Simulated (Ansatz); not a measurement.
# MgAs2 in Cmcm, a phase reached by a soft mode: following an unstable mode, part 3 of 3

Aim: this structure of MgAs2 in Cmcm, a phase reached by a soft mode is to be tested for unstable modes, and one is followed downhill.

Ansatz 0.2.0; DFT PBE+D3(BJ), scalar-relativistic, plane waves, PAW.

So far. Step 5 (Energy along the mode, all amplitudes (two of the runs …): The lowest of the steps tried is at 0.08 Å, 5.94 meV/atom below the parent; the bottom of the well need not coincide with a step. Step 7 (The new phase in its own primitive cell): The largest force component left is 0.65 meV/Å and the pressure is 0.001 GPa, within the tolerances set. The cell now holds 19.80 Å³/atom.

The structure was built from a prototype and need not be the compound's stable phase.

## 8. Modes of the new phase

A relaxed structure may still be a saddle point, so its zone-centre modes are computed. No field response is asked, since the mesh shows no gap.

File input.yaml:

```yaml
crystal:
  lattice:
    - [4.2133693125, -2.6002441992, 0.0001262099]
    - [4.2133693125, 2.6002441992, 0.0001262099]
    - [-0.2070858946, 0.0, 5.4210298616]
  atoms:
    - { symbol: Mg, position: [0.1605829177, 0.1605829177, 0.2452416233] }
    - { symbol: Mg, position: [0.8394170823, 0.8394170823, 0.7547583767] }
    - { symbol: As, position: [0.4876648902, 0.4876648902, 0.7723965745] }
    - { symbol: As, position: [0.8098990772, 0.8098990772, 0.2563583468] }
    - { symbol: As, position: [0.1901009228, 0.1901009228, 0.7436416532] }
    - { symbol: As, position: [0.5123351098, 0.5123351098, 0.2276034255] }
kpoints:
  mp_grid: { grid: [8, 8, 8] }
hamiltonian:
  xc: pbe
  dispersion: d3bj
scf:
  occupations: { method: methfessel_paxton, width: 0.2 }
output:
  eigenvalues: true
phonons:
  method: dfpt
```

Run with:

```
> ansatz run input.yaml --threads 8 --pin off --max-ram 14336MiB --backend cpu --events-out ev --progress --plain --runs-dir out
```

Numbers of over 12 decimals in the logs are rounded to 6 here.

Log:

```text
[...]
Crystal: 6 atoms, lattice volume = 118.783 Å³
Basis set: ecut = 420 eV, 2331 PW (Γ), exchange–correlation on 72×72×80 points (8 copies of the dense FFT grid, shifted against one another)
Bands: 48, of which v1, the nominal top of the filled ones, is band 40 counted from 1 (39 counted from 0)
Symmetry: 4 space group operations
k-points: 150 of 512 (irreducible under 2 space group operations, time reversal used)
[...]
SCF iter   1: F=—  HF=-23275.378638 eV  |F-HF|=—  |Δ(HF+E_count)|=         —  Δρ=2.53e-3  dr2=1.63e-2  ethr=1.77e-3  ⟨swp⟩=6.1  Hψ=26227  notcnv=0
[...]
SCF iter  12: F=-23275.373552 eV  HF=-23275.373552 eV  |F-HF|=3.64e-12  |Δ(HF+E_count)|=  7.28e-12  S|Δr|=    0.00e0  Δρ=1.77e-8  dr2=5.47e-13  ethr=1.00e-12  ⟨swp⟩=9.3  Hψ=34933  notcnv=0
SCF 1 converged in 12 iterations: F = -23275.373552 eV  dr2 = 5.47e-13
[...]
SCF converged after 12 iterations
[...]
Free energy (F): -23275.373552 eV
[...]
Internal energy: -23275.373332 eV  (E = F + TS)
E sigma→0 (E₀):  -23275.373497 eV
Entropy (-TS):   -0.000220 eV (-0.037 meV/atom)
Fermi energy:    10.005658 eV
[...]
--- Band table (eV; the first three rows and the last of 150) ---
  k-point 0: bands = [... 36 lower, 6.7913, 8.2979, 9.2469, 9.3739, 9.4658, 9.9642, 11.3171, 11.5978, ... 4 higher]
  k-point 1: bands = [... 36 lower, 6.8516, 8.2619, 9.0246, 9.0437, 9.3356, 9.9410, 11.1915, 11.7948, ... 4 higher]
  k-point 2: bands = [... 36 lower, 7.0247, 8.2919, 8.4718, 8.5503, 8.9618, 9.7965, 10.7191, 12.5098, ... 4 higher]
  k-point 149: bands = [... 36 lower, 8.6094, 9.0771, 9.4210, 10.7668, 11.5184, 11.8704, 11.9321, 12.1063, ... 4 higher]
[...]
ASR residual: 3.203e-5 → 0.000e0 eV/Å²; symmetrization residual: 2.885e-6 eV/Å²
[...]
ASR residual per site (eV/Å²): 1.92e-5 1.92e-5 3.19e-5 3.20e-5 3.20e-5 3.19e-5
[...]
```

The job ended after 72 s (8 threads of AMD EPYC 9R14 (Zen 4), shared host; peak memory 2.8 GiB; 8.4 min of CPU time).

This step gave:

```
sum-rule residual before enforcement                    : 3.20e-5 eV/Å²
point group                                             : 2/m
highest optical mode at the zone centre (no LO-TO term) : 270.4 cm⁻¹
lowest optical zone-centre mode                         : -89.59 cm⁻¹
```

Patterns of degenerate modes are one choice out of their space. Modes at Γ, with each element's share of the kinetic energy (negative means imaginary):

```
mode  frequency (cm⁻¹)      symmetry  Mg %  As %
   1             -89.6            Au     0   100
   2             -69.9            Bg     0   100
   3               0.0      acoustic    14    86
   4               0.0      acoustic    14    86
   5               0.0      acoustic    14    86
   6              61.4            Bg    18    82
   7              68.4            Ag    18    82
   8              73.8  not assigned    14    86
   9              73.8  not assigned    28    72
  10             161.3            Bu    81    19
  11             167.4            Ag    83    17
  12             178.6            Ag     0   100
  13             182.5            Bu     5    95
  14             201.3            Ag     1    99
  15             212.0            Au    86    14
  16             217.0            Bg    82    18
  17             249.9            Bu    72    28
  18             270.4            Ag    69    31
```

Displacements in mode 1 (-89.6 cm⁻¹), the largest set to 1:
```
Mg1  0.00 -0.12  0.00
Mg2  0.00 -0.12  0.00
As3  0.00 -0.96  0.00
As4  0.00  1.00  0.00
As5  0.00  1.00  0.00
As6  0.00 -0.96  0.00
```

Displacements in mode 18 (270.4 cm⁻¹), the largest set to 1:
```
Mg1 -0.04  0.00  1.00
Mg2  0.04  0.00 -1.00
As3  0.00  0.00 -0.06
As4  0.01  0.00  0.38
As5 -0.01  0.00 -0.38
As6  0.00  0.00  0.06
```

Before it was imposed, the acoustic sum rule was missed by 3.2e-5 eV/Å². Small misses are needed for a sound result but don't prove that mesh and cutoff are converged. The lowest optical mode is imaginary, 89.6i cm⁻¹, so the energy falls along it.

## 9. The phases reached

The phases reached along the modes that were followed are set side by side.

Energies are those of the first relaxation, on the mesh of the frozen mode; space group, volume and gap are those of the last relaxation. Phases, by row:

| mode frozen in | space group | energy from parent (meV/atom) | volume (Å³/atom) | gap on mesh (eV) | lowest zone-centre optical mode (cm⁻¹) | largest shift (Å) |
| --- | --- | --- | --- | --- | --- | --- |
| parent | Cmcm | 0 | 19.49 | 0 | – | – |
| q = (0, 0, 0), 198i cm⁻¹ | C2/m | -9.58 | 19.8 | 0 | -89.6 | 0.13 |

## 10. Summary of results

* unstable mode of the parent: q = (0, 0, 0), 198i cm⁻¹
* depth at the lowest point sampled: 5.94 meV/atom
* largest atomic shift at that point: 0.08 Å
* space group reached (within 0.01 Å): C2/m
* energy gained over the parent (first relaxation, on the mesh of the frozen mode): 9.58 meV/atom
* volume per atom, phase reached: 19.8 Å³
* lowest optical zone-centre mode, phase reached: -89.6 cm⁻¹
* highest optical mode at the zone centre (no LO-TO term), phase reached: 270 cm⁻¹

Along this mode the structure falls into C2/m, 9.58 meV/atom below the parent. At the parent's cell the well is 5.937 meV/atom deep on the steps tried, with its lowest point at a shift of 0.08 Å. Relaxing atoms and cell changes the gain by +3.64 meV/atom against the lowest step (energies at zero smearing). The new phase still has an imaginary mode at the zone centre of its cell, so it is a saddle point on the way to a lower structure. Each path keeps the symmetry of its pattern, so a lower phase may lie along a pattern not tried. With no gap, or one that is small against the smearing, the frequencies hang on the k mesh and the smearing, most of all near Kohn anomalies. In the phonons the program treats the change of the C6 weights of the dispersion term with coordination only in part. The starting cell was built on a prototype and not taken from a measurement, so the phase need not exist.

[Logs are printed without paths, hosts, clocks, repeated set-up lines and the standing remarks that a program may print on its own settings, such as how far it seeks lower states.]

[Hosts, paths, dates, database ids (printed as entryN), source tags and the programs' standing remarks are cut or masked in the printed files.]
